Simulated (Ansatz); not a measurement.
Planning a run of Ansatz 0.2.0 on Ge2Sb2Te5 (P-3m1). The input:

```yaml
crystal:
  lattice:
    - [4.2940644248, 0.0, 0.0]
    - [-2.1470322124, 3.7187688774, 0.0]
    - [0.0, 0.0, 17.101346]
  atoms:
    - { symbol: Ge, position: [0.33333333, 0.66666667, 0.897105] }
    - { symbol: Ge, position: [0.66666667, 0.33333333, 0.102895] }
    - { symbol: Sb, position: [0.0, 0.0, 0.679932] }
    - { symbol: Sb, position: [0.0, 0.0, 0.320068] }
    - { symbol: Te, position: [0.0, 0.0, 0.0] }
    - { symbol: Te, position: [0.66666667, 0.33333333, 0.798458] }
    - { symbol: Te, position: [0.33333333, 0.66666667, 0.201542] }
    - { symbol: Te, position: [0.33333333, 0.66666667, 0.580108] }
    - { symbol: Te, position: [0.66666667, 0.33333333, 0.419892] }
kpoints:
  mp_grid: { grid: [6, 6, 1] }
hamiltonian:
  xc: pbe
  pseudopotentials: { kind: paw, azcp: { folder: soft_1 } }
scf:
  occupations: { method: fixed }
gw:
  n_empty_bands: 620
  ecut_chi: 100
  qp_bands: [v3, c3]
  qp_kpoints: band_edges
  screening: { model: godby_needs }
```

```sh
ansatz run input.yaml --threads 2 --pin off --max-ram 92160MiB --backend cuda --events-out ev --progress --plain --runs-dir out --devices 1 --max-vram 13GiB
```

**Question.** How long will it take on 1 × NVIDIA H100 80GB HBM3 (shared by 6 runs) with 2 threads of AMD EPYC 7R13 (Zen 3), shared host, and how much memory?

It took 42 s; on shared hardware allow 21 s to 84 s. Peak host memory was 3.0 GiB. The sizes that set the cost: 5295 plane waves a state, 7 irreducible k points, 689 bands summed, 639 plane waves in the screening and 11 SCF cycles.

The screening grows as filled bands × empty bands × pairs of k points, times the square of the screening basis for the matrix.

[Paths, hosts, dates, memory and timing lines, banners, echoed tables and standing remarks are left out of the program output.]

[Logs are printed without paths, hosts, clocks, repeated set-up lines and the standing remarks that a program may print on its own settings, such as how far it seeks lower states.]

[Runs of the session that timed out or met a known fault of the program may be left out.]

[Cells called generated may have been cut or substituted from an entry of the Crystallography Open Database or the Materials Project.]

[Hosts, paths, dates, database ids (printed as entryN), source tags and the programs' standing remarks are cut or masked in the printed files.]
